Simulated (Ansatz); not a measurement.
# MgPbS3 (model cell, started as cubic perovskite with Pb in the octahedra): phonons and vibrational spectra, part 2 of 2

Aim: the vibrations of MgPbS3 (model cell, started as cubic perovskite with Pb in the octahedra), their spectra, and whether the structure is stable.

Ansatz 0.2.0; DFT PBEsol, scalar-relativistic, plane waves, PAW; PAW set soft_1.

So far. Step 3 (Tight relaxation): The forces vanish by symmetry and the pressure is 0.001 GPa, within the tolerances set. The cell now holds 26.06 Å³/atom. The relaxed cell has a = 5.069 Å (conventional setting).

The structure was built from a prototype and need not be the compound's stable phase.

### 4. Modes at Γ

The zone centre comes first: it holds the modes that light can see, as far as symmetry allows. No field response is asked, since the mesh shows no gap.

The input, input.yaml:

```yaml
crystal:
  lattice:
    - [5.0694638885, 0.0, 0.0]
    - [0.0, 5.0694638885, 0.0]
    - [0.0, 0.0, 5.0694638885]
  atoms:
    - { symbol: Mg, position: [0.0, 0.0, 0.0] }
    - { symbol: Pb, position: [0.5, 0.5, 0.5] }
    - { symbol: S, position: [0.5, 0.5, 0.0] }
    - { symbol: S, position: [0.5, 0.0, 0.5] }
    - { symbol: S, position: [0.0, 0.5, 0.5] }
kpoints:
  mp_grid: { grid: [8, 8, 8] }
hamiltonian:
  xc: pbesol
  pseudopotentials: { kind: paw, azcp: { folder: soft_1 }, xc_functional: pbe }
scf:
  occupations: { method: methfessel_paxton, width: 0.2 }
output:
  eigenvalues: true
phonons:
  method: dfpt
```

Command:

```bash
> ansatz run input.yaml --threads 8 --pin off --max-ram 16384MiB --backend cpu --events-out ev --progress --plain --runs-dir out
```

Numbers of over 12 decimals in the logs are rounded to 6 here.

The log of the run:

```text
zone centre: on kpoints.mp_grid the ground state, and the responses unless they are solved on pairs of k-points, stand on 125 of the mesh's 512 k-points, reduced under 8 symmetry operations, with k and −k counted as one. Each operation leaves every solved displacement unchanged or reverses it
[...]
Crystal: 5 atoms, lattice volume = 130.283 Å³
Basis set: ecut = 420 eV, 2517 PW (Γ), exchange–correlation on 72×72×72 points (8 copies of the dense FFT grid, shifted against one another)
Bands: 26, of which v1, the nominal top of the filled ones, is band 21 counted from 1 (20 counted from 0)
Symmetry: 48 space group operations
k-points: 125 of 512 (irreducible under 8 space group operations)
[...]
SCF iter   1: F=—  HF=-16323.170771 eV  |F-HF|=—  |Δ(HF+E_count)|=         —  Δρ=3.53e-2  dr2=2.12e0  ethr=3.10e-3  ⟨swp⟩=7.2  Hψ=17543  notcnv=0
[...]
SCF iter  13: F=-16322.630329 eV  HF=-16322.630329 eV  |F-HF|=7.28e-12  |Δ(HF+E_count)|=  3.64e-12  S|Δr|=    0.00e0  Δρ=2.64e-8  dr2=1.02e-12  ethr=1.00e-12  ⟨swp⟩=10.9  Hψ=18149  notcnv=0
SCF 1 converged in 13 iterations: F = -16322.630329 eV  dr2 = 1.02e-12
[...]
DFPT response loops at Γ: preconditioner auto → Kerker (q_TF=auto, 2.259 Å⁻¹) (partly filled bands, converged f_vac=0.000); β = 1.00, the filter's whole step (`scf.mixing.beta` (0.50) is not read by the response loops under this deck's `scf.mixing.preconditioner`; to damp them name `kerker` or `kerker_dos`, under which they read `scf.mixing.beta`, and type it under 1.00, their step now; both keys bind the ground state too); Broyden in place of MSR1
SCF converged after 13 iterations
[...]
Free energy (F): -16322.630329 eV
[...]
Internal energy: -16322.625266 eV  (E = F + TS)
E sigma→0 (E₀):  -16322.629063 eV
Entropy (-TS):   -0.005063 eV (-1.013 meV/atom)
Fermi energy:    5.085758 eV
[...]
--- Band table (eV; the first three rows and the last of 125) ---
  k-point 0: bands = [... 17 lower, 4.1802, 4.1802, 4.2280, 4.2280, 4.2280, 4.8393, 10.5057, 10.5057, ... 1 higher]
  k-point 1: bands = [... 17 lower, 4.1139, 4.1139, 4.1605, 4.2186, 4.2186, 5.3948, 10.1691, 10.7226, ... 1 higher]
  k-point 2: bands = [... 17 lower, 3.9096, 3.9096, 4.0080, 4.2407, 4.2407, 6.2272, 9.4148, 10.3838, ... 1 higher]
  k-point 124: bands = [... 17 lower, 4.7321, 4.7768, 5.3349, 5.3349, 5.3349, 8.2922, 8.2922, 8.2922, ... 1 higher]
--- Phonons (Γ-DFPT): 4 representative perturbations + reference, on 125 of 512 k-points (Σ response iterations 12) ---
  k mesh reduced under 8 symmetry operations, with k and −k counted as one. Each operation leaves every solved displacement unchanged or reverses it
  ASR residual: 3.008e-5 → 0.000e0 eV/Å²; symmetrization residual: 9.593e-6 eV/Å²
  ASR residual per site (eV/Å²): 3.01e-5 1.07e-5 1.07e-5 1.07e-5 1.07e-5
  Γ frequencies (cm⁻¹): -199.19 -199.19 -199.19 -191.12 -191.12 -191.12 0.00 0.00 0.00 2.76 2.76 2.76 358.15 358.15 358.15
  non-analytic LO–TO correction: not included (Born effective charges unavailable; polar crystals: no LO–TO splitting at Γ)
```

It took 28 s on 8 threads of Arm Neoverse V1, shared host; peak memory 1.5 GiB; 3.5 min of CPU time.

In the SCF lines HF is the Harris–Foulkes energy and dr2 the Hartree energy of the density residual, in eV; the loop may stop once dr2 is under the threshold and the program's other checks hold. Hψ counts applications of the Hamiltonian.

This step gave:

```yaml
sum_rule_residual_before_enforcement: 3.01e-5 eV/Å²
point_group: m-3m
highest_optical_mode_at_the_zone_centre_no_lo_to_term: 358.1 cm⁻¹
lowest_optical_zone_centre_mode: -199.2 cm⁻¹
```

Patterns of degenerate modes are one choice out of their space. Modes at Γ, with each element's share of the kinetic energy (negative means imaginary):

| mode | frequency (cm⁻¹) | symmetry | Mg % | Pb % | S % |
| --- | --- | --- | --- | --- | --- |
| 1 | -199.2 | T1u | 66 | 0 | 33 |
| 2 | -199.2 | T1u | 66 | 0 | 33 |
| 3 | -199.2 | T1u | 66 | 0 | 33 |
| 4 | -191.1 | T2u | 0 | 0 | 100 |
| 5 | -191.1 | T2u | 0 | 0 | 100 |
| 6 | -191.1 | T2u | 0 | 0 | 100 |
| 7 | 0.0 | acoustic | 7 | 63 | 29 |
| 8 | 0.0 | acoustic | 7 | 63 | 29 |
| 9 | 0.0 | acoustic | 7 | 63 | 29 |
| 10 | 2.8 | T1u | 26 | 28 | 46 |
| 11 | 2.8 | T1u | 26 | 28 | 46 |
| 12 | 2.8 | T1u | 26 | 28 | 46 |
| 13 | 358.1 | T1u | 0 | 8 | 92 |
| 14 | 358.1 | T1u | 0 | 8 | 92 |
| 15 | 358.1 | T1u | 0 | 8 | 92 |

Displacements in mode 1 (-199.2 cm⁻¹), the largest set to 1:
```
Mg1 -0.31 -0.44  1.00
Pb2 -0.01 -0.01  0.02
S3   0.13  0.19 -0.05
S4   0.13  0.02 -0.43
S5   0.01  0.19 -0.43
```

Displacements in mode 13 (358.1 cm⁻¹), the largest set to 1:
```
Mg1  0.00  0.03 -0.03
Pb2  0.00  0.10 -0.12
S3   0.00  0.09  1.00
S4   0.00 -0.87 -0.11
S5   0.00  0.09 -0.11
```

Before it was imposed, the acoustic sum rule was missed by 3.0e-5 eV/Å². Small misses are needed for a sound result but don't prove that mesh and cutoff are converged. The lowest optical mode is imaginary, 199.2i cm⁻¹, so the energy falls along it.

### 5. Response at finite wavevector

Stability and thermal properties need the whole zone. Linear response on a 2×2×2 q mesh gives force constants as far as a supercell of that size would.

Edit input.yaml of step 4 so:

```diff
@@ -22 +22,8 @@
   method: dfpt
+  qmesh: [2, 2, 2]
+  temperatures: { t_max: 1000, t_step: 50 }
+  qpath:
+    path:
+      - [[0.0, 0.0, 0.0], [0.0, 0.5, 0.0], [0.5, 0.5, 0.0], [0.0, 0.0, 0.0], [0.5, 0.5, 0.5], [0.0, 0.5, 0.0]]
+      - [[0.5, 0.5, 0.5], [0.5, 0.5, 0.0]]
+    npoints: 10
```

The log of the run:

```text
[...]
Crystal: 5 atoms, lattice volume = 130.283 Å³
Basis set: ecut = 420 eV, 2517 PW (Γ), exchange–correlation on 72×72×72 points (8 copies of the dense FFT grid, shifted against one another)
Bands: 26, of which v1, the nominal top of the filled ones, is band 21 counted from 1 (20 counted from 0)
Symmetry: 48 space group operations
k-points: 35 of 512
[...]
SCF iter   1: F=—  HF=-16323.170799 eV  |F-HF|=—  |Δ(HF+E_count)|=         —  Δρ=3.53e-2  dr2=2.12e0  ethr=3.10e-3  ⟨swp⟩=7.1  Hψ=4881  notcnv=0
[...]
SCF iter  13: F=-16322.630329 eV  HF=-16322.630329 eV  |F-HF|=1.82e-12  |Δ(HF+E_count)|=  5.46e-12  S|Δr|=    0.00e0  Δρ=2.68e-8  dr2=1.05e-12  ethr=1.00e-12  ⟨swp⟩=10.3  Hψ=4931  notcnv=0
SCF 1 converged in 13 iterations: F = -16322.630329 eV  dr2 = 1.05e-12
[...]
SCF iter   1: F=—  HF=-16322.630328 eV  |F-HF|=—  |Δ(HF+E_count)|=         —  Δρ=4.98e-7  dr2=3.29e-10  ethr=3.21e-8  ⟨swp⟩=4.9  Hψ=8075  notcnv=0
eigensolver tolerance schedule: the retry pair's looser diagonalisation over-reported the residual by 40913.10 of it (diagonalisation noise at 0.73 of the residual, at the tolerance the schedule requests for it); recorded, not acted on — ethr = c·dr2/N_el stays at c = 1.0e-1
[...]
SCF iter   2: F=—  HF=-16322.630329 eV  |F-HF|=—  |Δ(HF+E_count)|=   9.11e-7  S|Δr|=    0.00e0  Δρ=2.39e-7  dr2=6.11e-11  ethr=1.00e-12  ⟨swp⟩=5.1  Hψ=2856  notcnv=0
[...]
SCF iter   5: F=-16322.630329 eV  HF=-16322.630329 eV  |F-HF|=1.82e-12  |Δ(HF+E_count)|=  1.82e-12  S|Δr|=    0.00e0  Δρ=5.84e-8  dr2=4.67e-12  ethr=1.00e-12  ⟨swp⟩=5.4  Hψ=2671  notcnv=0
SCF 2 converged in 5 iterations: F = -16322.630329 eV  dr2 = 4.67e-12
phonons: the bands overlap, so this run is a metal and interpolates without the dipole-dipole term. If the crystal is really an insulator or semiconductor, its LO-TO splitting is missing
NSCF: frozen V_eff on 35 k-points
[...]
DFPT response loops at q = (0, 0, 0) (fractional): preconditioner auto → Kerker (q_TF=auto, 2.259 Å⁻¹) (partly filled bands, converged f_vac=0.000); β = 1.00, the filter's whole step (`scf.mixing.beta` (0.50) is not read by the response loops under this deck's `scf.mixing.preconditioner`; to damp them name `kerker` or `kerker_dos`, under which they read `scf.mixing.beta`, and type it under 1.00, their step now; both keys bind the ground state too); Broyden in place of MSR1
[...]
SCF converged after 13 iterations
[...]
Free energy (F): -16322.630329 eV
[...]
Internal energy: -16322.625266 eV  (E = F + TS)
E sigma→0 (E₀):  -16322.629063 eV
Entropy (-TS):   -0.005063 eV (-1.013 meV/atom)
Fermi energy:    5.085758 eV
[...]
--- Band table (eV; the first three rows and the last of 35) ---
  k-point 0: bands = [... 17 lower, 4.1802, 4.1802, 4.2280, 4.2280, 4.2280, 4.8393, 10.5057, 10.5057, ... 1 higher]
  k-point 1: bands = [... 17 lower, 4.1139, 4.1139, 4.1605, 4.2186, 4.2186, 5.3948, 10.1691, 10.7226, ... 1 higher]
  k-point 2: bands = [... 17 lower, 3.9096, 3.9096, 4.0080, 4.2407, 4.2407, 6.2272, 9.4148, 10.3838, ... 1 higher]
  k-point 34: bands = [... 17 lower, 4.7321, 4.7768, 5.3349, 5.3349, 5.3349, 8.2922, 8.2922, 8.2922, ... 1 higher]
--- Phonons (Γ-DFPT): 4 representative perturbations + reference (Σ response iterations 12) ---
  ASR residual: 3.217e-5 → 0.000e0 eV/Å²; symmetrization residual: 9.680e-6 eV/Å²
  ASR residual per site (eV/Å²): 3.22e-5 1.08e-5 9.78e-6 9.78e-6 9.78e-6
[...]
--- Phonons (arbitrary-q DFPT): 4 irreducible q on the 2×2×2 mesh ---
  q = [0.0000, 0.0000, 0.0000] (star 1, of the zone-centre solve; hermiticity 1.43e-6, symmetrization 9.70e-13): -199.19 -199.19 -199.19 -191.12 -191.12 -191.12 -0.00 0.00 0.00 2.76 2.76 2.76 358.15 358.15 358.15
  q = [0.0000, 0.0000, -0.5000] (star 3, 9 solved perturbations in 975 linear systems a pass and spin channel, the states on 125 of 512 k-point pairs; hermiticity 1.04e-6, symmetrization 1.39e-12): -201.20 -191.36 -191.36 -137.70 -137.70 -131.26 -122.15 -68.91 -68.91 28.14 28.14 132.50 329.63 359.68 359.68
[...]
sum rule: each row above includes the acoustic sum rule's correction from the zone centre's row sums; it moved no ω² by more than (0.60 cm⁻¹)²
  mesh force constants: q→R imaginary residual 4.60e-18; ASR residual 3.217e-5 → 0.000e0 eV/Å²; symmetrization residual 1.243e-14 eV/Å²
  interpolated dispersion: 62 rows × 15 modes
  density of states and harmonic sums: on the 12×12×12 q-mesh, interpolated from the force constants of a 2×2×2 supercell (no non-analytic term)
  largest difference from the sums on the solved wave vectors: F 1.46e-2 eV, S 7.12e-5 and C_V 4.42e-5 eV/K
  zero-point energy: 0.083720 eV/cell   skipped modes (ω ≤ 0): 679, of them read as no rigid motion or as one in doubt: 676 (8.112e0 modes/cell left out, lowest -204.37 cm⁻¹)   left out of the sums: 5.41e-1 of the cell's modes: C_V's classical limit lies that fraction below 3 k_B per atom; for a crystal, a wire or a layer, F and S can be off by more, and a phonons.interpolated_qmesh denser along its periods is the remedy for the sampling
```

It took 2.2 min on 8 threads; peak memory 1.4 GiB; 16 min of CPU time.

Numbers from this step:

```
sum-rule residual before enforcement                    : 3.22e-5 eV/Å²
lowest frequency on the path                            : -204.4 cm⁻¹
highest frequency on the path or at a solved wavevector : 374.2 cm⁻¹
lowest mode on the q mesh (acoustic modes at Γ apart)   : -204.4 cm⁻¹
```

Frequencies (cm⁻¹) solved at each irreducible wavevector; negative means imaginary. Frequencies by wavevector, by row:

| q in reciprocal lattice units | star | mode 1 | mode 2 | mode 3 | mode 4 | mode 13 | mode 14 | mode 15 |
| --- | --- | --- | --- | --- | --- | --- | --- | --- |
| 0 0 0 | 1 | -199.2 | -199.2 | -199.2 | -191.1 | 358.1 | 358.1 | 358.1 |
| 0 0 -0.5 | 3 | -201.2 | -191.4 | -191.4 | -137.7 | 329.6 | 359.7 | 359.7 |
| 0 -0.5 -0.5 | 3 | -204.4 | -204.4 | -185.6 | -141.8 | 312.1 | 348.9 | 360.8 |
| -0.5 -0.5 -0.5 | 1 | -200.1 | -200.1 | -200.1 | -190.9 | 310.8 | 310.8 | 374.2 |

Interpolated from a 2×2×2 q mesh. Phonon branches along the path, in cm⁻¹:

| point | branch 1 | branch 2 | branch 3 | branch 4 | branch 12 | branch 13 | branch 14 | branch 15 |
| --- | --- | --- | --- | --- | --- | --- | --- | --- |
| Γ | -199 | -199 | -199 | -191 | 3 | 358 | 358 | 358 |
| halfway | -196 | -195 | -195 | -177 | 90 | 345 | 359 | 359 |
| X | -201 | -191 | -191 | -138 | 132 | 330 | 360 | 360 |
| halfway | -203 | -190 | -183 | -177 | 133 | 324 | 353 | 360 |
| M | -204 | -204 | -186 | -142 | 134 | 312 | 349 | 361 |
| halfway | -199 | -190 | -186 | -184 | 94 | 337 | 354 | 360 |
| Γ | -199 | -199 | -199 | -191 | 3 | 358 | 358 | 358 |
| halfway | -196 | -196 | -188 | -169 | 97 | 337 | 337 | 364 |
| R | -200 | -200 | -200 | -191 | 134 | 311 | 311 | 374 |
| halfway | -197 | -190 | -188 | -186 | 133 | 321 | 337 | 367 |
| X | -201 | -191 | -191 | -138 | 132 | 330 | 360 | 360 |
| jump to R | -200 | -200 | -200 | -191 | 134 | 311 | 311 | 374 |
| halfway | -201 | -201 | -188 | -179 | 134 | 312 | 329 | 370 |
| M | -204 | -204 | -186 | -142 | 134 | 312 | 349 | 361 |

The phonon density of states has structure finer than the step of the table below, so its rows give means over 20 cm⁻¹, whole bins alone (the curve runs from -202 to 378 cm⁻¹). Peaks (cm⁻¹: height): -187.5: 0.187, -177.5: 0.0853, -92.5: 0.0324, 132.5: 0.0701, 362.5: 0.114.

Tetrahedra on a 12×12×12 mesh, mean over bins of 5 cm-1. Interpolated from a 2×2×2 q mesh. Phonon density of states against wavenumber; means over each step:

| wavenumber (cm⁻¹) | phonon density of states (1/cm⁻¹/cell) |
| --- | --- |
| -180 | 0.0980 |
| -160 | 0.0462 |
| -140 | 0.0287 |
| -120 | 0.0152 |
| -100 | 0.0149 |
| -80 | 0.0220 |
| -60 | 0.0227 |
| -40 | 0.0238 |
| -20 | 0.0202 |
| 0 | 0.00914 |
| 20 | 0.0138 |
| 40 | 0.0341 |
| 60 | 0.0308 |
| 80 | 0.0293 |
| 100 | 0.0259 |
| 120 | 0.0389 |
| 140 | 0.0168 |
| 160 | 0 |
| 180 | 0 |
| 200 | 0 |
| 220 | 0 |
| 240 | 0 |
| 260 | 0 |
| 280 | 0 |
| 300 | 0.00125 |
| 320 | 0.0342 |
| 340 | 0.0408 |
| 360 | 0.0691 |

The partial phonon density of states has structure finer than the step of the table below, so its rows give means over 20 cm⁻¹, whole bins alone (the curve runs from -214 to 395 cm⁻¹). Peaks (cm⁻¹: height): Mg -194.9: 0.067; Pb 46.4: 0.0323, 73.2: 0.0397, 100.0: 0.0441, 130.7: 0.0504; S -191.1: 0.117, -91.5: 0.0213, 360.5: 0.0833.

Phonopy on the run's constants, 11x11x11 mesh, Gaussian sigma 4.4 cm-1. Interpolated from a 2×2×2 q mesh. Table of partial phonon density of states by wavenumber; means over each step; values in 1/cm⁻¹/cell:

| wavenumber (cm⁻¹) | Mg | Pb | S |
| --- | --- | --- | --- |
| -200 | 0.0436 | 2.3e-4 | 0.0626 |
| -180 | 0.0290 | 1.3e-4 | 0.0707 |
| -160 | 0.0104 | 5.5e-5 | 0.0352 |
| -140 | 0.00777 | 5.1e-5 | 0.0211 |
| -120 | 0.00590 | 3.7e-5 | 0.00844 |
| -100 | 0.00445 | 1.1e-4 | 0.0131 |
| -80 | 0.00591 | 1.8e-4 | 0.0164 |
| -60 | 0.00787 | 1.3e-4 | 0.0146 |
| -40 | 0.00976 | 1.4e-4 | 0.0152 |
| -20 | 0.00787 | 1.3e-4 | 0.0123 |
| 0 | 1.0e-3 | 6.6e-4 | 0.00155 |
| 20 | 0.00259 | 0.00693 | 0.00473 |
| 40 | 0.00383 | 0.0246 | 0.00832 |
| 60 | 0.00428 | 0.0124 | 0.00872 |
| 80 | 0.00362 | 0.0193 | 0.00849 |
| 100 | 0.00125 | 0.0247 | 0.00360 |
| 120 | 2.5e-4 | 0.0350 | 7.4e-4 |
| 140 | 1.1e-4 | 0.0186 | 1.2e-4 |
| 160 | 0 | 9.2e-7 | 0 |
| 180 | 0 | 0 | 0 |
| 200 | 0 | 0 | 0 |
| 220 | 0 | 0 | 0 |
| 240 | 0 | 0 | 0 |
| 260 | 0 | 0 | 0 |
| 280 | 0 | 0 | 0 |
| 300 | 0 | 1.5e-5 | 0.00210 |
| 320 | 9.7e-6 | 6.8e-4 | 0.0326 |
| 340 | 1.5e-5 | 0.00186 | 0.0391 |
| 360 | 1.4e-5 | 0.00385 | 0.0631 |
| 380 | 0 | 1.9e-4 | 0.00647 |

Symmetry leaves 4 wavevectors to solve. The lowest mode among them, the acoustic zeros apart, lies at q = (0, -0.5, -0.5) and is imaginary, 204.4i cm⁻¹, so the energy falls along it.

### 6. What came out

| Property | Result |
| --- | --- |
| space group after relaxation (within 0.01 Å) | Pm-3m |
| volume per atom | 26.1 Å³ |
| electronic character | no gap on this mesh |
| highest optical mode at the zone centre (no LO-TO term) | 358 cm⁻¹ |
| lowest optical zone-centre mode | -199 cm⁻¹ |
| lowest mode on the q mesh (acoustic modes at Γ apart) | -204 cm⁻¹ |
| highest frequency on the path or at a solved wavevector | 374 cm⁻¹ |
| imaginary modes on the 2×2×2 q mesh | yes |

What this shows: Modes are clearly imaginary (beyond 10i cm⁻¹) at 4 of the 4 irreducible wavevectors, most at q = (0, -0.5, -0.5) (204.4i cm⁻¹), so this structure is not a minimum of the energy. The optical modes at Γ span -199 to 358 cm⁻¹ (negative means imaginary). The highest mode in this list at Γ, 358.1 cm⁻¹, is mostly motion of S (92 % of the kinetic energy). With no gap, or one that is small against the smearing, the frequencies hang on the k mesh and the smearing, most of all near Kohn anomalies. Spin-orbit coupling is left out, which can matter for the heavy elements here. The PAW files were made for PBE and serve the other functionals too. The starting cell was built on a prototype and not taken from a measurement, so the phase need not exist. These are harmonic frequencies at zero temperature: anharmonic shifts, linewidths and thermal expansion are left out.

[Logs are printed without paths, hosts, clocks, repeated set-up lines and the standing remarks that a program may print on its own settings, such as how far it seeks lower states.]

[Hosts, paths, dates, database ids (printed as entryN), source tags and the programs' standing remarks are cut or masked in the printed files.]
